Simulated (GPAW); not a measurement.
**How the form of the self-energy moves the gap of SnO (honeycomb monolayer)**

Wanted: the gap of SnO (honeycomb monolayer) under several approximations, with cost.

Program: GPAW 26.7.0. Level of theory: LDA and many-body steps on it, plane waves. Results are calculated unless marked as measured.

## Step 1: Starting point

The cell holds 2 atoms: 1 Sn and 1 O. Its edges and angles: a = 3.227 Å, b = 3.227 Å, c = 11.400 Å, α = 90.0°, β = 90.0°, γ = 120.0°. Vacuum lies along c.

Structure file:

```cif
data_structure
_symmetry_space_group_name_H-M 'P 1'
_symmetry_Int_Tables_number 1
_cell_length_a 3.2274
_cell_length_b 3.2274
_cell_length_c 11.4000
_cell_angle_alpha 90.000
_cell_angle_beta 90.000
_cell_angle_gamma 120.000
_cell_volume 102.84
loop_
_atom_site_label
_atom_site_type_symbol
_atom_site_fract_x
_atom_site_fract_y
_atom_site_fract_z
_atom_site_occupancy
Sn1 Sn 0.33333 0.66667 0.45518 1
O2 O 0.66667 0.33333 0.54483 1
```

The structure was relaxed with LDA. The runs that relaxed it are not among those shown.

## Step 2: Empty states on the mesh, 12×12×1 mesh, 177 bands

This step: GPAW 26.7.0; DFT, LDA, plane waves, PAW.

The sums over transitions need many empty states on a uniform mesh; this step solves for them.

Input file run.py:

```python
import json
import numpy as np
from gpaw.mpi import world
from gpaw import GPAW

calc = GPAW('gs.gpw').fixed_density(kpts={'size': (12, 12, 1), 'gamma': True},
    nbands=206,
    convergence={'bands': 177},
    txt='nscf.txt')
calc.write('full.gpw', mode='all')
res = {}
kpts = calc.get_ibz_k_points()
res['kpts'] = kpts
res['eigenvalues'] = [calc.get_eigenvalues(kpt=k) for k in range(len(kpts))]
res['n_electrons'] = calc.get_number_of_electrons()

if world.rank == 0:
    with open('result.json', 'w') as f:
        json.dump(res, f, default=lambda x: x.tolist())
```

Started as:

```bash
> mpirun -n 4 gpaw python run.py
```

Log:

```text
Diagonalizing LCAO Hamiltonian
Converting LCAO to pw mode
convergence criteria:
- Maximum integral of absolute [eigenst]ate change: 4e-08 eV^2 / valence electron
maximum number of iterations: 100

SCF iterations
|iter     |     time |      energy | eigst |  dens |
|iter:   1|  |             | +4.60 |       |
|iter:   2|  |             | +3.40 |       |
|iter:   3|  |             | +2.30 |       |
[...]
|iter:  13|  |             | -6.54 |       |
|iter:  14|  |             | -7.03 |       |
|iter:  15|  |             | -7.43c|       |
SCF steps: 15
  __  _  _
 | _ |_)|_||  |
 |__||  | ||/\| - 26.7.0

Input parameters:
  mode=PW(ecut=600.0),
  convergence={'bands': 177},
  gpts=array([20, 20, 70]),
  kpts=MonkhorstPack(size=(12, 12, 1), gamma=True),
  maxiter=100,
  nbands=206,
  occupations=Occupations(name='fermi-dirac', width=0.001, fixmagmom=False),
  parallel={},
  xc=XC(name='LDA')
# Writing to full.gpw (mode='all')
  [... matrices ...]

timing:  # [seconds]
  Total: 0.088  # ━━━━━━━━━━━━━━━━━━━━━━━━━━━━━━━━━━━━━━━━━━━━━━━━━━━━━━━━━━━
```

The job ended after 1.9 min (4 MPI ranks of Arm Neoverse V1, shared host; peak memory 1.1 GiB).

Numbers from this step:

- gap: 1.476 eV
- k of the valence top: 0.3333, 0.3333, 0
- k of the conduction bottom: 0.5, 0.5, 0
- least direct gap: 2.043 eV
- k points computed: 19
- lowest point of the top converged band, above the valence top: 78.1779 eV

On this mesh the gap is 1.476 eV.

## Step 3: One-shot HSE06

This step: one-shot HSE06 levels on LDA orbitals, plane waves, PAW.

Input file run.py:

```python
import json
import numpy as np
from gpaw.mpi import world
from gpaw.hybrids.eigenvalues import non_self_consistent_eigenvalues

dft, vxc, vxc_hyb = non_self_consistent_eigenvalues('full.gpw', 'HSE06', 8, 12, kpt_indices=[0, 9, 18])
res = {'dft': dft[0], 'hybrid': (dft - vxc + vxc_hyb)[0]}
if world.rank == 0:
    with open('hybrid.txt', 'w') as f:
        for k, e0, e1 in zip([0, 9, 18], res['dft'], res['hybrid']):
            print(k, ' '.join(f'{x:9.4f}' for x in e0), '|', ' '.join(f'{x:9.4f}' for x in e1), file=f)

if world.rank == 0:
    with open('result.json', 'w') as f:
        json.dump(res, f, default=lambda x: x.tolist())
```

Started as:

```bash
> mpirun -n 4 gpaw python run.py
```

Log:

```text
IBZ(<points: 19, symmetries: 6>)
Occupied bands: 10
Transforming wave functions from IBZ to BZ: 0.075 seconds
Distributing wave functions and iFFT-ing to real space: 0.670 seconds
Calculating eigenvalues:
  k-points: 3
  Bands: 8-11 (inclusive)
  Seconds: 2.767 (wave-function broadcasting: 0.015 seconds)
HSE06-eigenvalue shifts:
  min: -1.194 eV
  ave: -0.093 eV
  max: 0.963 eV
```

It took 6.6 s on 4 MPI ranks; peak memory 1.6 GiB.

Numbers from this step:

```
starting gap on the mesh                       : 1.476 eV
hybrid gap on the mesh                         : 1.959 eV
least direct hybrid gap on the computed points : 2.662 eV
```

## Step 4: GLLB-SC, self-consistent

This step: DFT, GLLB-SC with its derivative discontinuity, plane waves, PAW.

Input file run.py:

```python
import json
import numpy as np
from gpaw.mpi import world
from ase import Atoms
from gpaw import GPAW, PW, FermiDirac

atoms = Atoms(['Sn', 'O'],
    cell=[[3.2274274464, 0.0000000000, 0.0000000000],
      [-1.6137137232, 2.7950341575, 0.0000000000],
      [0.0000000000, 0.0000000000, 11.4000000000]],
    scaled_positions=[[0.3333333333, 0.6666666667, 0.4551838662],
      [0.6666666667, 0.3333333333, 0.5448293796]],
    pbc=(True, True, False))
calc = GPAW(mode=PW(600),
    xc='GLLBSC',
    kpts={'size': (12, 12, 1), 'gamma': True},
    occupations=FermiDirac(0.001),
    nbands=-7,
    convergence={'bands': -3},
    maxiter=120,
    txt='gllbsc.txt')
atoms.calc = calc
atoms.get_potential_energy()
homo, lumo = calc.get_homo_lumo()
response = calc.hamiltonian.xc.response
dxc_pot = response.calculate_discontinuity_potential(homo, lumo)
ks_gap, dxc = response.calculate_discontinuity(dxc_pot)
res = {'ks_gap': ks_gap, 'dxc': dxc}

if world.rank == 0:
    with open('result.json', 'w') as f:
        json.dump(res, f, default=lambda x: x.tolist())
```

Started as:

```bash
> mpirun -n 4 gpaw python run.py
```

Log:

```text
[banner, memory and clock lines left out]
___ ___ ___ _ _ _
 |   |   |_  | | | |
 | | | | | . | | | |
 |__ |  _|___|_____|  26.7.0
 |___|_|

Input parameters:
  convergence: {bands: -3}
  kpts: {gamma: True,
         size: (12, 12, 1)}
  maxiter: 120
  mode: {ecut: 600.0,
         name: pw}
  nbands: -7
  occupations: {fixmagmom: False,
                name: fermi-dirac,
                width: 0.001}
  xc: GLLBSC

System changes: positions, numbers, cell, pbc, initial_charges, initial_magmoms

Initialize ...

species:
  Sn:
    name:    Tin
    Z:       50.0
    valence: 14
    core:    36
    charge:  0.0  # [|e|]
    compensation charges:
      type: gauss
      rc: 0.38  # [Å]
      lmax: 2
    cutoffs:
      filter: 2.23  # [Å]
      core: 2.35  # [Å]
    projectors
    | kind |    occ | energy [eV] | rcut [Å] |
    |   5s |  2.000 |     -11.581 |    1.201 |
    |   5p |  2.000 |      -5.035 |    1.270 |
    |   4d | 10.000 |     -27.256 |    1.185 |
    |    s |        |      15.630 |    1.201 |
    |    p |        |      22.176 |    1.270 |
    |    d |        |      -0.045 |    1.185 |

    Using partial waves for Sn as LCAO basis

  O:
    name:    Oxygen
    Z:       8.0
    valence: 6
    core:    2
    charge:  0.0  # [|e|]
    compensation charges:
      type: gauss
      rc: 0.21  # [Å]
      lmax: 2
    cutoffs:
      filter: 1.17  # [Å]
      core: 0.83  # [Å]
    projectors
    | kind |    occ | energy [eV] | rcut [Å] |
    |   2s |  2.000 |     -28.986 |    0.688 |
    |   2p |  4.000 |     -13.358 |    0.598 |
    |    s |        |      -1.774 |    0.688 |
    |    p |        |      13.853 |    0.598 |
    |    d |        |       0.000 |    0.619 |

    Using partial waves for O as LCAO basis

Reference energy: -169969.336759  # eV

Spin-paired calculation

Convergence criteria:
 Maximum [total energy] change in last 3 cyles: 0.0005 eV / valence electron
 Maximum integral of absolute [dens]ity change: 0.0001 electrons / valence electron
 Maximum integral of absolute [eigenst]ate change: 4e-08 eV^2 / valence electron
 Maximum number of scf [iter]ations: 120
 (Square brackets indicate name in SCF output, whereas a 'c' in
 the SCF output indicates the quantity has converged.)
  [... matrices ...]
Symmetries present (total): 6

  [... matrices ...]
144 k-points: 12 x 12 x 1 Monkhorst-Pack grid + [1/24,1/24,0.000000]
19 k-points in the irreducible part of the Brillouin zone
       k-points in crystal coordinates                weights
   0:    -0.00000000   -0.00000000    0.00000000          1/144
   1:     0.08333333   -0.00000000    0.00000000          6/144
   2:     0.16666667   -0.08333333    0.00000000          6/144
   3:     0.16666667   -0.00000000    0.00000000          6/144
   4:     0.25000000   -0.08333333    0.00000000         12/144
   5:     0.25000000   -0.00000000    0.00000000          6/144
   6:     0.33333333   -0.16666667    0.00000000          6/144
   7:     0.33333333   -0.08333333    0.00000000         12/144
   8:     0.33333333   -0.00000000    0.00000000          6/144
   9:     0.33333333    0.33333333    0.00000000          2/144
          ...
  18:     0.50000000    0.50000000    0.00000000          3/144

Wave functions: Plane wave expansion
  Cutoff energy: 600.000 eV
  Number of coefficients (min, max): 3406, 3489
  Pulay-stress correction: 0.000000 eV/Ang^3 (de/decut=0.000000)
  Using FFTW library
  Wavefunction extrapolation:
    Improved wavefunction reuse through dual PAW basis

Occupation numbers: Fermi-Dirac:
  width: 0.0010  # eV

Eigensolver
   Davidson(niter=2)

Densities:
  Coarse grid: 20*20*70 grid
  Fine grid: 40*40*140 grid
  Total Charge: 0.000000

Density mixing:
  Method: separate
  Backend: msr1
  Linear mixing parameter: 0.05
  old densities: 10
  Width of damping distribution: 1.1
  Damping of long wavelength oscillations: 20

Hamiltonian:
  XC and Coulomb potentials evaluated on a 40*40*140 grid
  Using the GLLBSC Exchange-Correlation functional
  External potential:
    NoExternalPotential

XC parameters: GLLBSC functional being used consists of
  | Weight | Module     | Description                                   |
  |  1.000 | SCREENING  | GGA_X_PBE_SOL with 2 nearest neighbor stencil |
  |  1.000 | RESPONSE   | eps=0.0500 eV                                 |
  |  1.000 | XC         | GGA_C_PBE_SOL with 2 nearest neighbor stencil |

Memory estimate:

Total number of cores used: 4
Parallelization over k-points: 4

Number of atoms: 2
Number of atomic orbitals: 13
Number of bands in calculation: 17
Number of valence electrons: 20
Bands to converge: 14

... initialized

Initializing position-dependent things.

Density initialized from atomic densities
Creating initial wave functions:
  13 bands from LCAO basis set
  4 bands from random numbers

           O
        Sn

Atomic positions and initial magnetic moments

Positions:
   0 Sn    -0.000000    1.863356    5.189096    ( 0.0000,  0.0000,  0.0000)
   1 O      1.613714    0.931678    6.211055    ( 0.0000,  0.0000,  0.0000)
  [... matrices ...]
Unit cell:
           periodic     x           y           z      points  spacing
  1. axis:    yes    3.227427    0.000000    0.000000    20     0.1398
  2. axis:    yes   -1.613714    2.795034    0.000000    20     0.1398
  3. axis:    no     0.000000    0.000000   11.400000    70     0.1629

  Lengths:   3.227427   3.227427  11.400000
  Angles:   90.000000  90.000000 120.000000

Effective grid spacing dv^(1/3) = 0.1543

iter:   1    -16.561965   +1.97
iter:   2    -14.540372   +0.58  -0.97
iter:   3    -12.534736   -0.35  -1.03
iter:   4    -11.551379   -0.65  -1.29
iter:   5    -12.228812   -1.35  -1.64
iter:   6    -11.540769   -1.48  -1.48
iter:   7    -11.469168   -2.03  -2.09
iter:   8    -11.471725   -3.24  -2.62
iter:   9    -11.490658   -3.65  -2.84
iter:  10    -11.472561   -4.28  -2.98
iter:  11    -11.479363   -4.53  -3.27
iter:  12    -11.480232c  -5.66  -4.23c
iter:  13    -11.480764c  -5.92  -4.29c
iter:  14    -11.480132c  -6.87  -4.40c
iter:  15    -11.480283c  -7.31  -4.94c
iter:  16    -11.480308c  -7.77c -5.04c

Converged after 16 iterations.

Dipole moment: (-3.038833, 1.754471, -0.101628) |e|*Ang

Energy contributions relative to reference atoms: (reference = -169969.336759)
  [... matrices ...]
Kinetic:        +31.081672
Potential:      -27.839590
External:        +0.000000
XC:             -14.742307
Entropy (-ST):   -0.000000
Local:           +0.019917
SIC:             +0.000000
Free energy:    -11.480308
Extrapolated:   -11.480308

GLLBSC response reference energy: -2.87347 eV (from HOMO)
  [... matrices ...]
Showing only first 2 kpts
 Kpt  Band  Eigenvalues  Occupancy
  0     8     -5.93436    2.00000
  0     9     -4.79509    2.00000
  0    10     -0.64506    0.00000
  0    11      4.15397    0.00000

  1     8     -5.98611    2.00000
  1     9     -4.69760    2.00000
  1    10     -0.36149    0.00000
  1    11      4.28349    0.00000

Fermi level: -2.51361

Gap: 1.647 eV
Transition (v -> c):
  (s=0, k=9, n=9, [0.33, 0.33, 0.00]) -> (s=0, k=18, n=10, [0.50, 0.50, 0.00])
Direct/indirect transitions are different
Direct gap: 2.230 eV
Transition at: (s=0, k=18, n=9, [0.50, 0.50, 0.00])
  [... matrices ...]
```

Elapsed: 11 s, on 4 MPI ranks; peak memory 0.81 GiB; 43 s of CPU time.

This step gave:

```
starting gap on the mesh      : 1.647 eV
derivative discontinuity      : 0.7553 eV
quasiparticle gap on the mesh : 2.402 eV
```

(Continued in part 2 of 2.)

[Paths, hosts, dates, memory and timing lines, banners, echoed tables and standing remarks are left out of the program output.]

[Logs are printed without paths, hosts, clocks, repeated set-up lines and the standing remarks that a program may print on its own settings, such as how far it seeks lower states.]

[Runs of the session that timed out or met a known fault of the program may be left out.]

[Hosts, paths, dates, database ids (printed as entryN), source tags and the programs' standing remarks are cut or masked in the printed files.]
